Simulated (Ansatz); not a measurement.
## How fast states decay through Na2TlGaCl6

Wanted: the relaxed cell of Na2TlGaCl6, its band edges and its decay constants. It is built by putting Cl for F, Na for Rb in the Rb2TlGaF6 structure of space group Fm-3m, with the volume rescaled by atomic radii. The parent structure comes from the Materials Project.

Main program and level: Ansatz 0.2.0; LDA DFT, plane waves, PAW files, in the first sound run; inputs show where later runs differ.

Report form: the programs' logs are mostly left out.

The structure was built from a prototype and need not be the compound's stable phase.

### Step 1. Starting point

It takes space group Fm-3m (No. 225, cubic). The conventional cell has a = 9.585 Å, b = 9.585 Å, c = 9.585 Å, α = 90.00°, β = 90.00°, γ = 90.00°. Nearest to Na lie 12 Cl at 3.41 Å. Nearest to Tl lie 6 Cl at 2.78 Å. Nearest to Ga lie 6 Cl at 2.02 Å. Cl has 1 Ga at 2.02 Å and 1 Tl at 2.78 Å and 4 Na at 3.41 Å nearest. It derives from Rb2TlGaF6. Cl for F, Na for Rb in the Rb2TlGaF6 structure of space group Fm-3m. Farther neighbours and most contacts between anions are not listed.

Structure file:

```cif
data_structure
_symmetry_space_group_name_H-M 'P 1'
_symmetry_Int_Tables_number 1
_cell_length_a 6.7774
_cell_length_b 6.7774
_cell_length_c 6.7774
_cell_angle_alpha 60.000
_cell_angle_beta 60.000
_cell_angle_gamma 60.000
_cell_volume 220.12
loop_
_atom_site_label
_atom_site_type_symbol
_atom_site_fract_x
_atom_site_fract_y
_atom_site_fract_z
_atom_site_occupancy
Na1 Na 0.75000 0.75000 0.75000 1
Na2 Na 0.25000 0.25000 0.25000 1
Tl3 Tl 0.50000 0.50000 0.50000 1
Ga4 Ga 0.00000 0.00000 0.00000 1
Cl5 Cl 0.78972 0.21028 0.21028 1
Cl6 Cl 0.21028 0.21028 0.78972 1
Cl7 Cl 0.21028 0.78972 0.78972 1
Cl8 Cl 0.21028 0.78972 0.21028 1
Cl9 Cl 0.78972 0.21028 0.78972 1
Cl10 Cl 0.78972 0.78972 0.21028 1
```

### Step 2. Relaxing the new crystal

The substituted atoms don't fit the parent's cell, so cell and atoms relax together. A small smearing keeps the run stable in case the gap closes on the way.

File input.yaml:

```yaml
crystal:
  lattice:
    - [0.0, 4.7923196243, 4.7923196243]
    - [4.7923196243, 0.0, 4.7923196243]
    - [4.7923196243, 4.7923196243, 0.0]
  atoms:
    - { symbol: Na, position: [0.75, 0.75, 0.75] }
    - { symbol: Na, position: [0.25, 0.25, 0.25] }
    - { symbol: Tl, position: [0.5, 0.5, 0.5] }
    - { symbol: Ga, position: [0.0, 0.0, 0.0] }
    - { symbol: Cl, position: [0.789722, 0.210278, 0.210278] }
    - { symbol: Cl, position: [0.210278, 0.210278, 0.789722] }
    - { symbol: Cl, position: [0.210278, 0.789722, 0.789722] }
    - { symbol: Cl, position: [0.210278, 0.789722, 0.210278] }
    - { symbol: Cl, position: [0.789722, 0.210278, 0.789722] }
    - { symbol: Cl, position: [0.789722, 0.789722, 0.210278] }
kpoints:
  mp_grid: { grid: [4, 4, 4] }
scf:
  occupations: { method: gaussian, width: 0.03 }
hamiltonian:
  xc: lda
output:
  forces: true
  stress: true
relax:
  f_tol: 0.02
  max_steps: 60
  cell: {}
```

Started as:

```
ansatz run input.yaml --threads 2 --pin off --max-ram 4096MiB --backend cpu --events-out ev --progress --plain --runs-dir out
```

Wall time 16 s (2 threads of Intel Xeon Platinum 8375C at 2.90GHz (Ice Lake), shared host); peak memory 0.66 GiB.

Relaxation path:

```tsv
step	energy less that of the first step (eV)	largest force component (eV/Å)	pressure (GPa)	volume (Å³)
1	0.0000	6.4258	21.73	220.12
2	-4.9772	0.0711	2.83	254.35
3	-5.1525	0.1459	0.29	275.17
4	-5.1565	0.0681	0.13	275.63
5	-5.1577	0.0018	0.00	276.00
6*	-5.1711	0.0006	0.08	276.00
7	-5.1713	0.0002	0.00	276.77
8*	-5.1713	0.0002	0.00	276.77
```

Relaxation steps marked * repeat the geometry before them on a plane-wave basis chosen anew for their cell, so energy and pressure can jump there.

The run keeps the 48 symmetry operations that it works with, so distortions that break them were not tested.

```tsv
conventional cell, symmetrised	before	after	change
a (Å)	9.585	10.345	+7.9 %
b (Å)	9.585	10.345	+7.9 %
c (Å)	9.585	10.345	+7.9 %
volume (Å³/atom)	22.01	27.68	+25.7 %
```

The atoms that moved most (Å, as changes of fractional coordinates times the final cell):

```tsv
atom	dx	dy	dz	length
Cl7	-0.156	0.000	0.000	0.156
Cl9	0.000	-0.156	0.000	0.156
Cl10	0.000	0.000	-0.156	0.156
Cl6	0.000	0.000	0.156	0.156
Cl8	0.000	0.156	0.000	0.156
Cl5	0.156	0.000	0.000	0.156
```

Final coordinates:

```cif
data_structure
_symmetry_space_group_name_H-M 'P 1'
_symmetry_Int_Tables_number 1
_cell_length_a 7.3150
_cell_length_b 7.3150
_cell_length_c 7.3150
_cell_angle_alpha 60.000
_cell_angle_beta 60.000
_cell_angle_gamma 60.000
_cell_volume 276.77
loop_
_atom_site_label
_atom_site_type_symbol
_atom_site_fract_x
_atom_site_fract_y
_atom_site_fract_z
_atom_site_occupancy
Na1 Na 0.75000 0.75000 0.75000 1
Na2 Na 0.25000 0.25000 0.25000 1
Tl3 Tl 0.50000 0.50000 0.50000 1
Ga4 Ga 0.00000 0.00000 0.00000 1
Cl5 Cl 0.77462 0.22538 0.22538 1
Cl6 Cl 0.22538 0.22538 0.77462 1
Cl7 Cl 0.22538 0.77462 0.77462 1
Cl8 Cl 0.22538 0.77462 0.22538 1
Cl9 Cl 0.77462 0.22538 0.77462 1
Cl10 Cl 0.77462 0.77462 0.22538 1
```

Numbers from this step:

```
free energy  : -24062.5605 eV
Fermi energy : 3.721 eV
pressure     : 0.003316 GPa
```

The largest force component on a free atom ends at 2.3e-4 eV/Å.

### Step 3. Band edges

The energy window and the wavevectors of the next steps follow from the band edges, so these are searched first, off the mesh as well.

File input.yaml:

```yaml
crystal:
  lattice:
    - [0.0, 5.1724740811, 5.1724740811]
    - [5.1724740811, 0.0, 5.1724740811]
    - [5.1724740811, 5.1724740811, 0.0]
  atoms:
    - { symbol: Na, position: [0.75, 0.75, 0.75] }
    - { symbol: Na, position: [0.25, 0.25, 0.25] }
    - { symbol: Tl, position: [0.5, 0.5, 0.5] }
    - { symbol: Ga, position: [0.0, 0.0, 0.0] }
    - { symbol: Cl, position: [0.7746170994, 0.2253829006, 0.2253829006] }
    - { symbol: Cl, position: [0.2253829006, 0.2253829006, 0.7746170994] }
    - { symbol: Cl, position: [0.2253829006, 0.7746170994, 0.7746170994] }
    - { symbol: Cl, position: [0.2253829006, 0.7746170994, 0.2253829006] }
    - { symbol: Cl, position: [0.7746170994, 0.2253829006, 0.7746170994] }
    - { symbol: Cl, position: [0.7746170994, 0.7746170994, 0.2253829006] }
kpoints:
  mp_grid: { grid: [4, 4, 4] }
  band_path: { path: [VBM, CBM], npoints: 30 }
scf:
  occupations: { method: fixed }
hamiltonian:
  xc: lda
output:
  eigenvalues: true
  write_potential: true
  write_density: true
  volumetric_format: npy
```

Wall time 14 s (2 threads); peak memory 0.66 GiB; 28 s of CPU time.

This step gave:

```yaml
fermi_energy: 2.823 eV
gap_on_the_k_mesh: 1.795 eV
gap_on_path: 1.795 eV, by band count; negative where bands overlap
direct_gap_on_path: 2.689 eV
edge_places_on_path: 0, 0.5260 1/A along the path
```

The electronic bands at the labelled points (eV, zero at the Fermi level (highest filled level under fixed occupations); v1 is the highest filled band, c1 the lowest empty one):

```tsv
point	v4	v3	v2	v1	c1	c2	c3	c4
VBM	-1.88	-1.88	-1.39	0.00	3.37	3.87	4.18	4.41
halfway	-1.79	-1.72	-1.50	-0.40	2.45	3.56	3.91	4.81
CBM	-1.63	-1.63	-1.58	-0.89	1.80	3.41	3.68	5.24
```

The searched edges give 1.80 eV, as on the mesh.

### Step 4. Decaying states in the gap

This step: LDA DFT, plane waves, PAW files; complex bands by layer matching along the plane's normal (Ansatz 0.2.0).

The same crystal is laid in a cell whose first two vectors span the (111) plane (indices of the standard conventional cell, whose axes can be ordered otherwise than in the bulk input). At fixed energy and wavevector in the plane the solver finds all kz, real and complex. A few wavevectors are listed, (0, 0) and (-0.5, 0) in units of the plane's reciprocal vectors; the slowest state needn't be among them.

File input.yaml:

```yaml
crystal:
  lattice:
    - [7.314982997, 0.0, 0.0]
    - [3.657491498, 6.334961103, 0.0]
    - [3.657491498, 2.111653701, 5.972658606]
  atoms:
    - { symbol: Na, position: [0.25, 0.25, 0.25] }
    - { symbol: Na, position: [0.75, 0.75, 0.75] }
    - { symbol: Tl, position: [0.5, 0.5, 0.5] }
    - { symbol: Ga, position: [0.0, 0.0, 0.0] }
    - { symbol: Cl, position: [0.7746170994, 0.7746170994, 0.2253829006] }
    - { symbol: Cl, position: [0.7746170994, 0.2253829006, 0.2253829006] }
    - { symbol: Cl, position: [0.2253829006, 0.2253829006, 0.7746170994] }
    - { symbol: Cl, position: [0.2253829006, 0.7746170994, 0.2253829006] }
    - { symbol: Cl, position: [0.7746170994, 0.2253829006, 0.7746170994] }
    - { symbol: Cl, position: [0.2253829006, 0.7746170994, 0.7746170994] }
kpoints:
  mp_grid: { grid: [4, 4, 4] }
scf:
  occupations: { method: fixed }
hamiltonian:
  xc: lda
output:
  eigenvalues: true
  transmission:
    leads: [[0, 0]]
    kpoints: [[0.0, 0.0], [-0.5, 0.0]]
    e_range: [-1.0, 2.8]
    de: 0.06
```

Wall time 1.7 min (2 threads); peak memory 2 GiB; 3.4 min of CPU time.

This step gave:

| Item | Value |
| --- | --- |
| level to which the leads are filled | 0.8977 eV from the Fermi level |
| decay constant at the filling level, zone centre | 0.1961 Å⁻¹ |
| decay constant at the filling level, slowest listed point | 0.1961 Å⁻¹ |

K parallel (0, 0); values up to 1.5 1/Å, a degenerate pair printed once or twice; energies at which all values exceed this have no row. The Im kz of the slowest decaying states by energy, zero at the highest filled level on the SCF mesh:

```tsv
energy (eV)	decay 1 (Å⁻¹)	decay 2 (Å⁻¹)	decay 3 (Å⁻¹)	decay 4 (Å⁻¹)
-1.0000	0.256	0.451	0.455	0.487
-0.7600	0.0963	0.292	0.458	0.516
-0.5200	0.151	0.316	0.457	0.540
-0.2200	0.186	0.337	0.451	0.564
0.0200	0.202	0.348	0.442	0.578
0.2600	0.210	0.355	0.430	0.590
0.5000	0.210	0.360	0.415	0.600
0.7400	0.205	0.361	0.396	0.602
0.9800	0.192	0.36	0.372	0.578
1.2200	0.171	0.344	0.356	0.552
1.5200	0.126	0.299	0.348	0.515
1.7600	0.0475	0.251	0.339	0.483
2.0000	0.185	0.327	0.446	0.616
2.2400	0.0418	0.311	0.405	0.613
2.4800	0.293	0.356	0.609	0.805
2.7200	0.270	0.295	0.604	0.805
```

K parallel (-0.5, 0); values up to 1.5 1/Å, a degenerate pair printed once or twice; energies at which all values exceed this have no row. Im kz of the slowest decaying states against energy, zero at the highest filled level on the SCF mesh:

```tsv
energy (eV)	decay 1 (Å⁻¹)	decay 2 (Å⁻¹)	decay 3 (Å⁻¹)	decay 4 (Å⁻¹)
-1.00	0.0924	0.283	0.317	0.452
-0.82	0.294	0.350	0.493	0.500
-0.64	0.301	0.374	0.512	0.532
-0.46	0.305	0.392	0.528	0.553
-0.22	0.306	0.411	0.545	0.572
-0.04	0.304	0.422	0.556	0.584
0.02	0.0542	0.303	0.425	0.559
0.14	0.140	0.300	0.431	0.564
0.32	0.206	0.293	0.437	0.572
0.50	0.250	0.283	0.443	0.577
0.68	0.271	0.283	0.446	0.582
0.92	0.249	0.318	0.449	0.587
1.10	0.228	0.338	0.449	0.589
1.28	0.201	0.355	0.448	0.582
1.46	0.166	0.369	0.446	0.571
1.64	0.116	0.381	0.442	0.559
1.82	0.390	0.438	0.545	0.593
2.00	0.398	0.432	0.528	0.593
2.24	0.405	0.422	0.502	0.594
2.42	0.408	0.412	0.478	0.596
2.60	0.402	0.410	0.449	0.599
2.78	0.389	0.411	0.414	0.605
```

K parallel (-0.5, 0). Re kz of states that move upwards, channel 1 against energy, zero at the highest filled level on the SCF mesh:

```tsv
energy (eV)	Re kz of states that move upwards, channel 1 (Å⁻¹)
-1.00	-
-0.88	0.211
-0.76	0.292
-0.58	0.368
-0.46	0.415
-0.34	0.462
-0.22	0.514
-0.10	-0.474
0.02	-
0.20	-
0.32	-
0.44	-
0.56	-
0.68	-
0.80	-
0.98	-
1.10	-
1.22	-
1.34	-
1.46	-
1.58	-
1.76	-
1.88	0.264
2.00	0.315
2.12	0.353
2.24	0.387
2.36	0.417
2.54	0.460
2.66	0.487
2.78	0.514
```

At the listed wavevectors the last open channel is at -0.04 eV and the next at +1.82 eV on the grid. At +0.92 eV, the grid energy nearest the filling level (the middle of the gap on the SCF mesh), the slowest state at the listed wavevectors decays with κ = 0.196 Å⁻¹, its amplitude falling by e over 5.1 Å. Through 1 nm of this crystal that state's transmission falls by exp(−2 × 0.196 Å⁻¹ × 10 Å) = 0.020.

### Step 5. Decay over the two-dimensional zone

The listed points could miss the slowest state, so one energy near mid-gap is solved on a mesh of 8×8.

Edit input.yaml of step 4 so:

```diff
@@ -24,6 +24,2 @@
   eigenvalues: true
-  transmission:
-    leads: [[0, 0]]
-    kpoints: [[0.0, 0.0], [-0.5, 0.0]]
-    e_range: [-1.0, 2.8]
-    de: 0.06
+  transmission: { leads: [[0, 0]], kmesh: [8, 8], e_range: [0.9, 0.91], de: 0.05 }
```

The job ended after 46 s (2 threads; peak memory 1.9 GiB; 90 s of CPU time).

This step gave:

```
least decay constant on the mesh : 0.1973 Å⁻¹
```

Slowest decay constant (1/Å; 0 where a channel is open) over k1 and k2. At 0.9000 eV from the Fermi level.

Values, 8 rows by 8 columns:
```
0.283 0.333 0.333 0.283 0.279 0.263 0.263 0.279
0.324 0.333 0.324 0.263 0.236 0.227 0.236 0.263
0.283 0.283 0.263 0.227 0.209 0.209 0.227 0.263
0.251 0.279 0.236 0.209 0.197 0.209 0.236 0.279
0.283 0.263 0.227 0.209 0.209 0.227 0.263 0.283
0.324 0.263 0.236 0.227 0.236 0.263 0.324 0.333
0.283 0.279 0.263 0.263 0.279 0.283 0.333 0.333
0.251 0.283 0.324 0.283 0.251 0.283 0.324 0.283
```
Columns: k1 (b1) from -0.5 to 0.375; rows upwards: k2 (b2) from -0.5 to 0.375.

The least value on the mesh is 0.197 Å⁻¹ at +0.90 eV. At that energy the listed points give about 0.197 Å⁻¹ by interpolation, so the mesh holds no clearly slower state.

### Step 6. Band edges at another level

This step: PBEsol DFT, plane waves, PAW files (Ansatz 0.2.0).

The edges again with PBEsol, at the same atoms.

File input.yaml:

```yaml
crystal:
  lattice:
    - [0.0, 5.1724740811, 5.1724740811]
    - [5.1724740811, 0.0, 5.1724740811]
    - [5.1724740811, 5.1724740811, 0.0]
  atoms:
    - { symbol: Na, position: [0.75, 0.75, 0.75] }
    - { symbol: Na, position: [0.25, 0.25, 0.25] }
    - { symbol: Tl, position: [0.5, 0.5, 0.5] }
    - { symbol: Ga, position: [0.0, 0.0, 0.0] }
    - { symbol: Cl, position: [0.7746170994, 0.2253829006, 0.2253829006] }
    - { symbol: Cl, position: [0.2253829006, 0.2253829006, 0.7746170994] }
    - { symbol: Cl, position: [0.2253829006, 0.7746170994, 0.7746170994] }
    - { symbol: Cl, position: [0.2253829006, 0.7746170994, 0.2253829006] }
    - { symbol: Cl, position: [0.7746170994, 0.2253829006, 0.7746170994] }
    - { symbol: Cl, position: [0.7746170994, 0.7746170994, 0.2253829006] }
kpoints:
  mp_grid: { grid: [4, 4, 4] }
  band_path: { path: [VBM, CBM], npoints: 30 }
scf:
  occupations: { method: fixed }
hamiltonian:
  xc: pbesol
output:
  eigenvalues: true
```

Run time: 15 s. Hardware: 2 threads; peak memory 0.65 GiB; 29 s of CPU time.

This step gave:

```
free energy        : -24367.1653 eV
Fermi energy       : 3.074 eV
gap on the k-mesh  : 1.864 eV
gap on path        : 1.864 eV, by band count; negative where bands overlap
direct gap on path : 2.744 eV
```

Electronic bands along the path, in eV, zero at the Fermi level (highest filled level under fixed occupations); v1 is the highest filled band, c1 the lowest empty one:

```tsv
point	v4	v3	v2	v1	c1	c2	c3	c4
VBM	-1.95	-1.95	-1.47	0.00	3.44	4.04	4.37	4.47
halfway	-1.85	-1.79	-1.57	-0.39	2.51	3.74	4.10	4.88
CBM	-1.70	-1.70	-1.65	-0.88	1.86	3.59	3.87	5.32
```

The searched edges give 1.86 eV, as on the mesh.

For the gap on path, step 3 gave 1.80 eV; this run, with PBEsol, gives 1.86 eV.

### Step 7. Complex bands at another level

This step: PBEsol DFT, plane waves, PAW files; complex bands by layer matching along the plane's normal (Ansatz 0.2.0).

The complex bands at that level, over its own gap, at (0, 0) and (-0.5, 0).

File input.yaml:

```yaml
crystal:
  lattice:
    - [7.314982997, 0.0, 0.0]
    - [3.657491498, 6.334961103, 0.0]
    - [3.657491498, 2.111653701, 5.972658606]
  atoms:
    - { symbol: Na, position: [0.25, 0.25, 0.25] }
    - { symbol: Na, position: [0.75, 0.75, 0.75] }
    - { symbol: Tl, position: [0.5, 0.5, 0.5] }
    - { symbol: Ga, position: [0.0, 0.0, 0.0] }
    - { symbol: Cl, position: [0.7746170994, 0.7746170994, 0.2253829006] }
    - { symbol: Cl, position: [0.7746170994, 0.2253829006, 0.2253829006] }
    - { symbol: Cl, position: [0.2253829006, 0.2253829006, 0.7746170994] }
    - { symbol: Cl, position: [0.2253829006, 0.7746170994, 0.2253829006] }
    - { symbol: Cl, position: [0.7746170994, 0.2253829006, 0.7746170994] }
    - { symbol: Cl, position: [0.2253829006, 0.7746170994, 0.7746170994] }
kpoints:
  mp_grid: { grid: [4, 4, 4] }
scf:
  occupations: { method: fixed }
hamiltonian:
  xc: pbesol
output:
  eigenvalues: true
  transmission:
    leads: [[0, 0]]
    kpoints: [[0.0, 0.0], [-0.5, 0.0]]
    e_range: [-1.0, 2.86]
    de: 0.06
```

It took 1.7 min on 2 threads; peak memory 2 GiB; 3.4 min of CPU time.

Numbers from this step:

| Property | Result |
| --- | --- |
| level to which the leads are filled | 0.9322 eV from the Fermi level |
| decay constant at the filling level, zone centre | 0.2017 Å⁻¹ |
| decay constant at the filling level, slowest listed point | 0.2017 Å⁻¹ |

K parallel (0, 0); values up to 1.5 1/Å, a degenerate pair printed once or twice; energies at which all values exceed this have no row. Im kz of the slowest decaying states against energy, zero at the highest filled level on the SCF mesh:

```tsv
energy (eV)	decay 1 (Å⁻¹)	decay 2 (Å⁻¹)	decay 3 (Å⁻¹)	decay 4 (Å⁻¹)
-1.00	0.272	0.477	0.485	0.502
-0.82	0.0654	0.297	0.479	0.524
-0.64	0.125	0.315	0.479	0.542
-0.40	0.167	0.334	0.476	0.563
-0.22	0.186	0.345	0.472	0.575
-0.04	0.200	0.353	0.466	0.586
0.02	0.203	0.355	0.464	0.589
0.14	0.208	0.359	0.459	0.595
0.32	0.213	0.364	0.450	0.603
0.56	0.213	0.367	0.435	0.611
0.74	0.209	0.368	0.421	0.616
0.92	0.202	0.367	0.406	0.608
1.10	0.190	0.365	0.388	0.590
1.28	0.173	0.361	0.368	0.571
1.52	0.140	0.336	0.355	0.543
1.70	0.100	0.307	0.348	0.521
1.88	0.273	0.340	0.496	0.625
2.06	0.230	0.330	0.470	0.624
2.24	0.172	0.318	0.441	0.621
2.48	0.300	0.398	0.617	0.811
2.66	0.284	0.361	0.613	0.811
2.84	0.00683	0.265	0.318	0.609
```

K parallel (-0.5, 0); values up to 1.5 1/Å, a degenerate pair printed once or twice; energies at which all values exceed this have no row. The Im kz of the slowest decaying states by energy, zero at the highest filled level on the SCF mesh:

```tsv
energy (eV)	decay 1 (Å⁻¹)	decay 2 (Å⁻¹)	decay 3 (Å⁻¹)	decay 4 (Å⁻¹)
-1.00	0.100	0.292	0.334	0.476
-0.82	0.302	0.363	0.508	0.520
-0.64	0.309	0.385	0.526	0.548
-0.40	0.313	0.406	0.546	0.570
-0.22	0.314	0.419	0.558	0.584
-0.04	0.312	0.430	0.568	0.596
0.02	0.0544	0.311	0.433	0.571
0.14	0.141	0.307	0.438	0.577
0.32	0.207	0.301	0.444	0.584
0.56	0.263	0.288	0.450	0.591
0.74	0.275	0.294	0.453	0.595
0.92	0.259	0.319	0.455	0.598
1.10	0.239	0.340	0.455	0.600
1.28	0.214	0.357	0.454	0.600
1.52	0.170	0.375	0.450	0.586
1.70	0.120	0.386	0.447	0.574
1.88	0.395	0.441	0.560	0.603
2.06	0.401	0.435	0.544	0.603
2.24	0.407	0.427	0.526	0.603
2.48	0.411	0.415	0.498	0.604
2.66	0.404	0.412	0.472	0.607
2.84	0.391	0.412	0.441	0.611
```

K parallel (-0.5, 0). The Re kz of states that move upwards, channel 1 by energy, zero at the highest filled level on the SCF mesh:

```tsv
energy (eV)	Re kz of states that move upwards, channel 1 (Å⁻¹)
-1.00	-
-0.88	-
-0.82	0.252
-0.70	0.315
-0.58	0.365
-0.46	0.413
-0.40	0.436
-0.28	0.486
-0.16	-0.510
-0.04	-0.428
0.02	-
0.14	-
0.26	-
0.32	-
0.44	-
0.56	-
0.68	-
0.74	-
0.86	-
0.98	-
1.10	-
1.16	-
1.28	-
1.40	-
1.52	-
1.58	-
1.70	-
1.82	-
1.88	0.213
2.00	0.288
2.12	0.333
2.24	0.369
2.30	0.386
2.42	0.416
2.54	0.445
2.66	0.473
2.72	0.487
2.84	0.513
```

At the listed wavevectors the last open channel is at -0.04 eV and the next at +1.88 eV on the grid. At +0.92 eV, the grid energy nearest the filling level (the middle of the gap on the SCF mesh), the slowest state at the listed wavevectors decays with κ = 0.202 Å⁻¹, its amplitude falling by e over 5.0 Å; the first such run, plane (111), gave 0.196 Å⁻¹.

### Step 8. Outcome

| Property | Result |
| --- | --- |
| band gap | 1.80 eV |
| least decay constant at mid-gap, normal to (111) | 0.196 Å⁻¹ |
| least decay constant on a mesh, normal to (111) | 0.197 Å⁻¹ |
| least decay constant, PBEsol | 0.202 Å⁻¹ |

**Reading.** With LDA, the slowest decay at the wavevectors tried is κ = 0.196 Å⁻¹, normal to (111). Through such a film the transmission near mid-gap falls as exp(−2κd), a factor of ten every 5.9 Å. A free electron under a barrier of half the gap would need a mass of 0.16 mₑ to decay at this rate. With PBEsol the gap goes from 1.80 to 1.86 eV and the decay constant, over the first 2 listed wavevectors, from 0.196 to 0.202 Å⁻¹. The compound is made up by substitution; its stability against other phases and against distortions of the cell's symmetry was not tested. A semilocal functional narrows gaps, while spin-orbit coupling, left out here, narrows them in compounds of heavy elements, so the error in κ can go either way.

[Logs are printed without paths, hosts, clocks, repeated set-up lines and the standing remarks that a program may print on its own settings, such as how far it seeks lower states.]

[Hosts, paths, dates, database ids (printed as entryN), source tags and the programs' standing remarks are cut or masked in the printed files.]
